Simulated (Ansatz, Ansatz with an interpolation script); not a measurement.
# G0W0 band structure of In2O3 (R-3c)

Aim: the G0W0 bands of In2O3 (R-3c) along the symmetry lines, with the gap off the mesh.

Main program and level: Ansatz 0.2.0; LDA, Wannier functions and G0W0, plane waves, PAW.

**The experiments to reproduce.**

- Gap 3.08 eV: optical gap from linear extrapolation of the absorption edge; UV-visible absorption, Tauc-type extrapolation; powder (hydrothermally grown microspheres, annealed at 400 C) (“Fabrication and performance enhancement of an In2O3/BiVO4 heterojunction for N-butanol gas sensing applications”, 2024, pmc:11650617).

### 1. The starting structure

Symmetry: R-3c, No. 167, trigonal system. The conventional cell has a = 5.487 Å, b = 5.487 Å, c = 14.510 Å, α = 90.00°, β = 90.00°, γ = 120.00°. In has 6 O at 2.12 to 2.26 Å nearest. Nearest to O lie 4 In at 2.12 to 2.26 Å. Farther neighbours and most contacts between anions are not listed.

The cell and positions come from the Crystallography Open Database and are kept as given unless a step says otherwise. This is not the form that In2O3 usually takes at ambient conditions.

### 2. LDA bands

The cheap functional maps the bands first; the places of the edges decide which points the dearer methods must see.

This step: DFT, LDA, plane waves, PAW; PAW set soft_1.

File input.yaml:

```yaml
crystal:
  lattice:
    - [2.7435, 1.58396046, 4.83666667]
    - [-2.7435, 1.58396046, 4.83666667]
    - [0.0, -3.16792093, 4.83666667]
  atoms:
    - { symbol: In, position: [0.35731, 0.35731, 0.35731] }
    - { symbol: In, position: [0.14269, 0.14269, 0.14269] }
    - { symbol: In, position: [0.64269, 0.64269, 0.64269] }
    - { symbol: In, position: [0.85731, 0.85731, 0.85731] }
    - { symbol: O, position: [0.548, 0.952, 0.25] }
    - { symbol: O, position: [0.25, 0.548, 0.952] }
    - { symbol: O, position: [0.952, 0.25, 0.548] }
    - { symbol: O, position: [0.452, 0.048, 0.75] }
    - { symbol: O, position: [0.75, 0.452, 0.048] }
    - { symbol: O, position: [0.048, 0.75, 0.452] }
kpoints:
  mp_grid: { grid: [4, 4, 4] }
  band_path:
    path:
      - [[0.0, 0.0, 0.0], [0.5, 0.5, 0.5], [0.76183349, 0.23816651, 0.5]]
      - [[0.5, -0.23816651, 0.23816651], [0.5, 0.0, 0.0], [0.0, 0.0, 0.0], [0.36908326, -0.36908326, 0.0]]
      - [[0.63091674, 0.0, 0.36908326], [0.5, 0.0, 0.5], [0.0, 0.0, 0.0]]
    npoints: 10
hamiltonian:
  xc: lda
  pseudopotentials: { kind: paw, azcp: { folder: soft_1 }, xc_functional: pbe }
scf:
  occupations: { method: fermi_dirac, width: 0.02 }
  n_extra_bands: 67
output:
  eigenvalues: true
  fatbands: true
  write_density: true
  write_potential: true
  elf: true
  volumetric_format: npy
```

On the command line:

```bash
$ ansatz run input.yaml --threads 3 --pin off --max-ram 92160MiB --backend cuda --events-out ev --progress --plain --runs-dir out --devices 1 --max-vram 13GiB
```

Numbers of over 12 decimals in the logs are rounded to 6 here.

The program printed:

```text
scf.n_extra_bands = 67 over 44 filled bands (N_el = 88.0): the run solves 111 bands
GPUs: using 1 of 1 available (devices: 1).
Engine: ansatz 0.2.0, x86_64-unknown-linux-gnu
Pseudopotentials: kind: paw
Pseudopotential: In, paw, valence charge 13, recommended cutoff 420 eV (normal), soft_1/In.paw.azcp
Pseudopotential: O, paw, valence charge 6, recommended cutoff 420 eV (normal), soft_1/O.paw.azcp
Functional definition: SPW92
  exchange = slater_x
  correlation = pw_c
device memory: the entry about to start is reckoned to put 5.7 GiB on a device that reports 51.1 GiB free (of which the cap on the GPU budget leaves the run 13.0 GiB)
GPU FFT provider: cuFFT
GPU libraries: cuBLAS 13.8.2, cuFFT 12.4.0, cuSOLVER 12.3.4
Crystal: 10 atoms, lattice volume = 126.109 Å³
Basis set: ecut = 420 eV, 2453 PW (Γ)
Bands: 111, of which v1, the nominal top of the filled ones, is band 44 counted from 1 (43 counted from 0)
Symmetry: 12 space group operations
Space group: R-3c (ITA 167), of the structure as read, at distance tolerance 5.0e-5 Å
k-points: 13 of 64
Non-local potential: In, projectors of the file, l = 0: 2, l = 1: 2, l = 2: 2, l = 3: 1
Non-local potential: O, projectors of the file, l = 0: 2, l = 1: 2, l = 2: 1
PAW form: soft (Blöchl's): semilocal exchange-correlation on the pseudo side does not see the compensation charge
PAW frozen core: In, regenerated for the run's functional, and the local potential with it (the file was generated under x = pbe(κ = 0.804, μ = 0.219515), c = pbe(β = 0.066725))
PAW frozen core: O, regenerated for the run's functional, and the local potential with it (the file was generated under x = pbe(κ = 0.804, μ = 0.219515), c = pbe(β = 0.066725))
PAW one-centre angular grid: In, 590 points (default); XC on 64 Gauss nodes
PAW one-centre angular grid: O, 110 points (default); XC on 64 Gauss nodes
Initial density: superposition of atomic densities (chi_scale 0.1, normalization cell, long waves kept (reshape's long-wave potential 0.00 eV rms))
Initial wavefunctions: pseudopotential atomic-orbital guess
GPU buffer pool allocated for 64000 grid points (all kernels)
GPU transforms: local potential and band sums: pruned to the plane-wave sphere, on 40×40×40
Functional: x = slater, c = lda
SCF iter   1: F=—  HF=-25162.532048 eV  |F-HF|=—  |Δ(HF+E_count)|=         —  Δρ=5.98e-2  dr2=2.97e0  ethr=3.10e-3  ⟨swp⟩=6.0  Hψ=6888  notcnv=0  defer=398
preconditioner: auto → Resta (q_TF=auto, 2.569 Å⁻¹)  ε∞=2.1  [insulator: Δε(μ)=1.325 eV  Ē_g=30.246 eV  σ=0.020 eV  W_gap=1.00  n_scr=32 (ndim 8)  ℏωp=31.0 eV  f_vac=0.000  D(μ)=0.00/eV (n_scr^D=0)  ε∞_Penn≈2.1]
SCF iter   2: F=—  HF=-25161.785019 eV  |F-HF|=—  |Δ(HF+E_count)|=   7.47e-1  Δρ=2.61e-2  dr2=6.67e-1  ethr=3.10e-3  ⟨swp⟩=2.0  Hψ=1730  notcnv=0  defer=805
SCF iter   3: F=—  HF=-25161.586192 eV  |F-HF|=—  |Δ(HF+E_count)|=   1.99e-1  Δρ=4.49e-3  dr2=2.67e-2  ethr=7.58e-4  ⟨swp⟩=3.0  Hψ=1227  notcnv=0  defer=805
SCF iter   4: F=—  HF=-25161.580677 eV  |F-HF|=—  |Δ(HF+E_count)|=   5.51e-3  Δρ=7.12e-4  dr2=6.19e-4  ethr=3.03e-5  ⟨swp⟩=3.0  Hψ=1263  notcnv=0  defer=805
SCF iter   5: F=—  HF=-25161.580439 eV  |F-HF|=—  |Δ(HF+E_count)|=   2.38e-4  Δρ=1.04e-4  dr2=1.28e-5  ethr=7.03e-7  ⟨swp⟩=2.9  Hψ=1216  notcnv=0  defer=805
SCF iter   6: F=—  HF=-25161.580570 eV  |F-HF|=—  |Δ(HF+E_count)|=   1.31e-4  Δρ=1.70e-5  dr2=3.90e-7  ethr=1.45e-8  ⟨swp⟩=2.2  Hψ=1959  notcnv=0  defer=805
SCF iter   7: F=-25161.580570 eV  HF=-25161.580570 eV  |F-HF|=1.63e-8  |Δ(HF+E_count)|=   1.88e-7  Δρ=4.44e-6  dr2=2.66e-8  ethr=1.14e-10  ⟨swp⟩=10.6  Hψ=9031  notcnv=0
SCF 1 converged in 7 iterations: F = -25161.580570 eV  dr2 = 2.66e-8
[...]
device memory: the entry about to start is reckoned to put 4.3 GiB on a device that reports 48.5 GiB free (of which the cap on the GPU budget leaves the run 13.0 GiB)
NSCF: frozen V_eff on 73 k-points
SCF converged after 7 iterations
Free energy (F): -25161.580570 eV
Harris-Foulkes:  -25161.580570 eV  (|F-HF|=1.63e-8)
Internal energy: -25161.580570 eV  (E = F + TS)
E sigma→0 (E₀):  -25161.580570 eV
Fermi energy:    9.245581 eV
--- Per-component energies (eV) ---
  E_band       = 14.532929
  E_kinetic    = 1891.846531
  E_local      = -5592.797704  (includes V_loc(G=0)·N_el)
  E_nonlocal   = 1656.938792
  E_hartree    = 2179.989422
  E_xc         = -983.371422
  E_vxc        = -897.754375  (∫ρ·V_xc dr)
  E_paw        = -17204.801299  (= ΣΔE_a)
  E_vpaw       = -1403.685367  (= ΣTr[D̂ρ^β])
  E_aug_tail   = 0.004810  (compensation charges beyond the density's cutoff)
  E_ewald      = -7111.109367
  E_core_change = 1.719667  (= ΣΔE_core)
  E_smearing   = -0.000000  (= −TS)
  E_closure    = -0.000000  (closes the sum)
  Σ components = -25161.580570   (vs F -25161.580570, Δ=0.00e0)
--- Band table (eV; the first three rows and the last of 13) ---
  k-point 0: bands = [... 40 lower, 8.3586, 8.3586, 8.5898, 8.5898, 9.8147, 14.0469, 14.7113, 15.7935, ... 63 higher]
  k-point 1: bands = [... 40 lower, 8.2226, 8.2314, 8.4619, 8.6291, 11.4077, 14.4551, 14.5680, 15.1965, ... 63 higher]
  k-point 2: bands = [... 40 lower, 7.8580, 7.8580, 8.5712, 8.5712, 13.4957, 13.4957, 14.3624, 14.3624, ... 63 higher]
  k-point 12: bands = [... 40 lower, 8.4407, 8.4407, 8.4407, 8.4407, 12.9462, 12.9462, 15.6450, 15.6450, ... 63 higher]
```

Wall time 13 s (1 × NVIDIA H100 80GB HBM3 (shared by 6 runs) with 3 threads of AMD EPYC 7R13 (Zen 3), shared host); peak memory 1 GiB.

Numbers from this step:

```yaml
filled_bands: 44
gap: 1.177 eV
valence_top_at: k = (0.300, 0.000, 0.000)
conduction_bottom_at: Γ
least_direct_gap: 1.225 eV
```

The gap is indirect, with the least direct gap 0.05 eV higher.

The electronic bands at the labelled points (eV, zero at the top of the highest nominally filled band):

| point | band 41 | band 42 | band 43 | band 44 | band 45 | band 46 | band 47 | band 48 |
| --- | --- | --- | --- | --- | --- | --- | --- | --- |
| Γ | -0.28 | -0.28 | -0.05 | -0.05 | 1.18 | 5.41 | 6.07 | 7.16 |
| halfway | -0.24 | -0.24 | -0.08 | -0.08 | 2.57 | 5.26 | 6.30 | 7.22 |
| T | -0.20 | -0.20 | -0.20 | -0.20 | 4.31 | 4.31 | 7.01 | 7.01 |
| halfway | -0.56 | -0.56 | -0.22 | -0.22 | 4.83 | 4.83 | 6.65 | 6.65 |
| H2 | -0.35 | -0.35 | -0.16 | -0.16 | 5.46 | 5.46 | 5.78 | 5.78 |
| jump to H0 | -0.35 | -0.35 | -0.16 | -0.16 | 5.46 | 5.46 | 5.78 | 5.78 |
| halfway | -0.38 | -0.38 | -0.11 | -0.11 | 5.00 | 5.00 | 5.78 | 5.78 |
| L | -0.78 | -0.78 | -0.07 | -0.07 | 4.86 | 4.86 | 5.72 | 5.72 |
| halfway | -0.42 | -0.41 | -0.18 | -0.01 | 2.77 | 5.82 | 5.93 | 6.56 |
| Γ | -0.28 | -0.28 | -0.05 | -0.05 | 1.18 | 5.41 | 6.07 | 7.16 |
| halfway | -0.50 | -0.15 | -0.14 | 0.00 | 3.22 | 5.63 | 6.01 | 6.42 |
| S0 | -0.46 | -0.27 | -0.22 | -0.07 | 5.18 | 5.40 | 5.62 | 6.07 |
| jump to S2 | -0.46 | -0.27 | -0.22 | -0.07 | 5.18 | 5.40 | 5.62 | 6.07 |
| halfway | -0.54 | -0.31 | -0.14 | -0.05 | 5.11 | 5.39 | 6.17 | 6.24 |
| F | -0.56 | -0.35 | -0.09 | -0.04 | 5.09 | 5.39 | 6.33 | 6.43 |
| halfway | -0.46 | -0.31 | -0.26 | -0.07 | 3.08 | 5.89 | 5.95 | 6.77 |
| Γ | -0.28 | -0.28 | -0.05 | -0.05 | 1.18 | 5.41 | 6.07 | 7.16 |

Valence density in the ac plane of the conventional cell at fractional y = 0.333, with atoms of In and O within 0.2 Å of it. It is the smooth field of the valence electrons, not physical close to the nuclei.

Ten even steps from '_' (0.03 × 1e0 e/Å³) to '@' (9.02 × 1e0 e/Å³), each cell a mean:
```
________________--%%@@++..____
++--____________..::--..__..--
==::________________________::
______________________________
______________________________
______::++++..________________
______..----..__..==++::______
________________--%%@@++..____
__________________::::..______
==..______________________--**
--..______________________::==
________________..--==::______
________________--%%@@++..____
______..++++..__..::--..______
______..----..________________
______________________________
______________________________
++--______________________..--
==::____________..==++::____::
________________--%%@@++..____
__________________::::..______
________--**++..______________
________::==--..______________
________________..--==::______
```
Columns run along a (5.5 Å), rows up along c (14.5 Å), edges of the conventional cell, whose origin can differ from the input's. Atoms in or near the plane, at fractional coordinates: In at (0.67, 0.69), In at (0.67, 0.48), In at (0.67, 0.98), In at (0.67, 0.19), O at (0.96, 0.58), O at (0.00, 0.25), O at (0.04, 0.92), O at (0.37, 0.08), O at (0.33, 0.42), O at (0.30, 0.75).

Electrostatic potential energy in the ac plane of the conventional cell at fractional y = 0.333, with atoms of In and O within 0.2 Å of it. With pseudopotentials it is smooth inside the atoms' cores, unlike the true potential.

Values in eV, 24 rows by 15 columns, each cell a mean:
```
  6  10  14  14  14  13  10  -3 -23 -27 -27 -26 -13   6   8
-26 -18   6  14  14  14  12   5  -9 -19 -21 -15   0   2 -20
-20 -12   8  13  13  14  14  13  10   7   7   9  12   9 -12
 12  11  12  12  13  14  15  15  14  14  14  14  15  15  14
 13  12  12  10   7   8  13  14  14  13  13  13  14  14  14
 14  14  12  -9 -25 -24  -6  11   7   1   0   4  10  13  14
 14  14  13  -2 -18 -18  -2   2 -15 -24 -25 -21  -5   9  13
 14  14  14  14  13  12  10  -2 -22 -27 -27 -26 -12   7  12
  8  13  13  13  14  14  12   7  -5 -16 -18 -11   3   8   5
-23  -1  13  13  13  14  14  13  11   9   8  10   7 -17 -26
-16   4  13  13  13  14  14  12   9   4   3   7   7 -10 -21
 13  13  13  13  14  13  12   4 -12 -22 -23 -18  -2   9  11
 14  14  14  13   7   7   9  -3 -23 -27 -27 -26 -13   6  12
 14  14  13  -8 -24 -24  -7   5  -9 -19 -21 -15   0  10  13
 14  13  12  -3 -19 -17   0  12  11   7   7   9  12  13  14
 13  12  12  12  11  13  14  15  14  14  14  14  14  15  14
  6   9  12  12  13  14  14  14  14  13  13  13  14  14  11
-26 -19   6  13  14  14  13  11   7   1   0   4  10   5 -20
-20 -11  10  14  14  13  11   2 -16 -24 -25 -21  -5   4 -13
 12  13  14  14  14  13  10  -2 -22 -27 -27 -26 -12   7  12
 14  13  13  13  10   5   6   7  -5 -16 -17 -11   3  11  13
 14  13  13   9 -17 -26 -24  -2  10   9   8  10  12  14  14
 14  13  13  11  -9 -21 -18   2   8   5   3   7  11  13  14
 14  13  13  13  13  11  10   4 -12 -22 -23 -18  -2   9  13
```
Columns run along a (5.5 Å; values clipped at the 3rd and 97th percentile), rows up along c (14.5 Å), edges of the conventional cell, whose origin can differ from the input's. Atoms in or near the plane, at fractional coordinates: In at (0.67, 0.69), In at (0.67, 0.48), In at (0.67, 0.98), In at (0.67, 0.19), O at (0.96, 0.58), O at (0.00, 0.25), O at (0.04, 0.92), O at (0.37, 0.08), O at (0.33, 0.42), O at (0.30, 0.75).

(Part 1 of 3 ends here.)

[Paths, hosts, dates, memory and timing lines, banners, echoed tables and standing remarks are left out of the program output.]

[Logs are printed without paths, hosts, clocks, repeated set-up lines and the standing remarks that a program may print on its own settings, such as how far it seeks lower states.]

[Runs of the session that timed out or met a known fault of the program may be left out.]

[Hosts, paths, dates, database ids (printed as entryN), source tags and the programs' standing remarks are cut or masked in the printed files.]
